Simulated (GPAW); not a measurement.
# NbGe2P4 monolayer in an electric field, part 2 of 2

Wanted: the out-of-plane polarisability of NbGe2P4 monolayer.

GPAW 26.7.0; GPAW, PAW setups; layer in a repeated cell with vacuum, relaxation of atoms and in-plane cell (the session's first sound run).

So far. Step 5 (In a field): The dipole is now -0.0739 e Å, against 9.2e-4 in the run without a field.

**8. Field on (continued)**

The electrostatic potential energy of an electron (without an applied field's), less the Fermi level, planar mean oscillates, so the rows of the table below give means over windows of 1.73 Å about each position, cut where the curve ends. Its maxima inside the range that stand out by 2 % of the span (Å: eV): 0.5: 6.10, 9.5: -9.40, 11.3: 2.62, 13.0: -5.77, 14.7: -5.94, 16.4: 2.13, 18.2: -10.2. Its minima: 9.1: -12.5, 10.1: -13.6, 12.5: -11.2, 13.9: -16.8, 15.3: -11.4, 17.7: -14.3, 18.6: -13.4.

Table of electrostatic potential energy of an electron (without an applied field's), less the Fermi level, planar mean by z; means over each step:

| z (Å) | electrostatic potential energy of an electron (without an applied field's), less the Fermi level, planar mean (eV) |
| --- | --- |
| 0.86 | 6.03 |
| 2.59 | 6.10 |
| 4.32 | 6.09 |
| 6.05 | 6.07 |
| 7.78 | 3.30 |
| 9.51 | -11.0 |
| 11.24 | -0.666 |
| 12.97 | -9.64 |
| 14.70 | -10.1 |
| 16.43 | -1.14 |
| 18.16 | -11.9 |
| 19.89 | 1.81 |
| 21.62 | 4.89 |
| 23.35 | 4.91 |
| 25.08 | 4.91 |
| 26.81 | 4.95 |

The dipole is now 0.0739 e Å, against 9.2e-4 in the run without a field.

**9. In a field**

Contents of run.py:

```python
import json
import numpy as np
from ase import Atoms
from gpaw import GPAW, PW
from gpaw.external import ConstantElectricField

slab = Atoms(
    ['P', 'Ge', 'P', 'Nb', 'P', 'Ge', 'P'],
    positions=[
        [0.00000, -0.00000, 9.00000],
        [0.00000, 2.08876, 10.07371],
        [0.00000, 2.08876, 12.43470],
        [-0.00000, 0.00000, 13.86578],
        [0.00000, 2.08876, 15.29686],
        [0.00000, 2.08876, 17.65785],
        [0.00000, 0.00000, 18.73156]],
    cell=[[3.61785, -0.0, 0.0], [-1.80893, 3.13315, 0.0], [0.0, 0.0, 27.7316]],
    pbc=[True, True, False],
    magmoms=[0.0, 0.0, 0.0, 1.0, 0.0, 0.0, 0.0])

slab.calc = GPAW(mode=PW(400), xc='PBE', kpts={'size': (9, 9, 1), 'gamma': True},
                 occupations={'name': 'fermi-dirac', 'width': 0.05}, nbands='200%',
                 convergence={'density': 1e-05}, maxiter=200,
                 poissonsolver={'dipolelayer': 'xy'},
                 external=ConstantElectricField(0.2, [0, 0, 1]),
                 symmetry={'tolerance': 1e-3}, txt='slab.txt')
result = {}
energy = slab.get_potential_energy()
fermi = slab.calc.get_fermi_level()
v = slab.calc.get_electrostatic_potential().mean((0, 1)) - fermi
n = slab.calc.get_pseudo_density().mean((0, 1))
L = slab.cell[2, 2]
z = np.arange(len(v)) * L / len(v)
low, high = slab.positions[:, 2].min(), slab.positions[:, 2].max()
below, above = np.interp([low - 6.8, high + 6.8], z, v)
slopes = [np.interp(x, z, np.gradient(v, z)) for x in (low - 6.8, high + 6.8)]
eps = np.array([[slab.calc.get_eigenvalues(k, s) for k in range(len(slab.calc.get_ibz_k_points()))]
                for s in range(slab.calc.get_number_of_spins())]) - fermi
top, bottom = eps[eps < 0].max(), eps[eps > 0].min()
dipole = slab.get_dipole_moment()[2]
print(f'energy {energy:.4f} eV, Fermi level {fermi:.4f} eV, dipole {dipole:.5f} e A')
print(f'potential 6.8 A off the faces, from the Fermi level: lower {below:.4f} eV, upper {above:.4f} eV')
print(f'slope of the potential there: lower {slopes[0]:.5f}, upper {slopes[1]:.5f} eV/A')
print(f'nearest levels on the mesh: {top:.4f} and {bottom:.4f} eV')
print('magnetic moment', round(slab.get_magnetic_moment(), 3))
result.update(energy=energy, fermi=fermi, dipole=dipole, below=below, above=above, slopes=slopes, edges=[top, bottom],
              z=z.tolist(), v=v.tolist(), n=n.tolist(), positions=slab.positions.tolist(),
              forces=slab.get_forces(apply_constraint=False).tolist(), moments=slab.get_magnetic_moments().tolist())
json.dump(result, open('result.json', 'w'))
```

Launch:

```sh
$ OMP_NUM_THREADS=1 OPENBLAS_NUM_THREADS=1 python run.py
```

Wall time 13 min (1 thread of Arm Neoverse V1, shared host); peak memory 0.64 GiB.

The dipole is now 0.148 e Å, against 9.2e-4 in the run without a field.

**10. Field on**

run.py, as its differences from that of step 9:

```diff
@@ -24,3 +24,3 @@
                  poissonsolver={'dipolelayer': 'xy'},
-                 external=ConstantElectricField(0.2, [0, 0, 1]),
+                 external=ConstantElectricField(0.3, [0, 0, 1]),
                  symmetry={'tolerance': 1e-3}, txt='slab.txt')
```

It took 12 min on 1 thread; peak memory 0.64 GiB.

The dipole is now 0.222 e Å, against 9.2e-4 in the run without a field.

**11. The series**

The members are put on one axis.

This step: induced dipole against applied field (GPAW 26.7.0).

Dipole along the normal against field:

| field (V/Å) | dipole along the normal (e·Å) |
| --- | --- |
| -0.200 | -0.148 |
| -0.100 | -0.0739 |
| -0.050 | -0.0370 |
| 0.000 | 9.2e-4 |
| 0.050 | 0.0370 |
| 0.100 | 0.0739 |
| 0.200 | 0.148 |
| 0.300 | 0.222 |

**12. A changed run**

One more run, with changed settings.

This step: GPAW, PAW setups; slab in vacuum (GPAW 26.7.0).

run.py, as its differences from that of step 10:

```diff
@@ -4,3 +4,2 @@
 from gpaw import GPAW, PW
-from gpaw.external import ConstantElectricField
 
@@ -17,3 +16,3 @@
     cell=[[3.61785, -0.0, 0.0], [-1.80893, 3.13315, 0.0], [0.0, 0.0, 27.7316]],
-    pbc=[True, True, False],
+    pbc=[True, True, True],
     magmoms=[0.0, 0.0, 0.0, 1.0, 0.0, 0.0, 0.0])
@@ -22,5 +21,4 @@
                  occupations={'name': 'fermi-dirac', 'width': 0.05}, nbands='200%',
-                 convergence={'density': 1e-05}, maxiter=200,
+                 convergence={'density': 1e-05}, maxiter=100,
                  poissonsolver={'dipolelayer': 'xy'},
-                 external=ConstantElectricField(0.3, [0, 0, 1]),
                  symmetry={'tolerance': 1e-3}, txt='slab.txt')
```

Run time: 0.98 s. Hardware: 1 thread; peak memory 0.16 GiB.

The input was rejected at the start.

The fault put into the input: a dipole layer in a cell that repeats along the normal (pbc_z = true).

**13. Outcome**

```yaml
work_function_upper_and_lower_face: 5.511 and 5.498 eV
dipole_along_the_normal: 9.2e-4 e Å, near the numerical noise
induced_dipole_per_field: 0.739 e Å per V/Å
out_of_plane_polarisability_per_area_alpha_eps_0_a: 11.8 Å
```

**Reading.** The field induces 0.739 e Å per V/Å, a polarisable thickness α/(ε0 A) of 11.8 Å beside 9.73 Å between the outermost nuclei. A perfect conductor would give the distance between its two image planes; a dielectric of thickness t gives t(1 - 1/ε). The induced dipole is linear in the field over this range. The small printed dipole stands for a step of -15 meV from the lower to the upper face, and the probes find 13 meV; values this small are near the numerical noise of both. One magnetic start was tried; another order may lie lower. The layer's cell and atoms come from the relaxation; spin-orbit coupling and temperature are left out.

[Logs are printed without paths, hosts, clocks, repeated set-up lines and the standing remarks that a program may print on its own settings, such as how far it seeks lower states.]

[Hosts, paths, dates, database ids (printed as entryN), source tags and the programs' standing remarks are cut or masked in the printed files.]
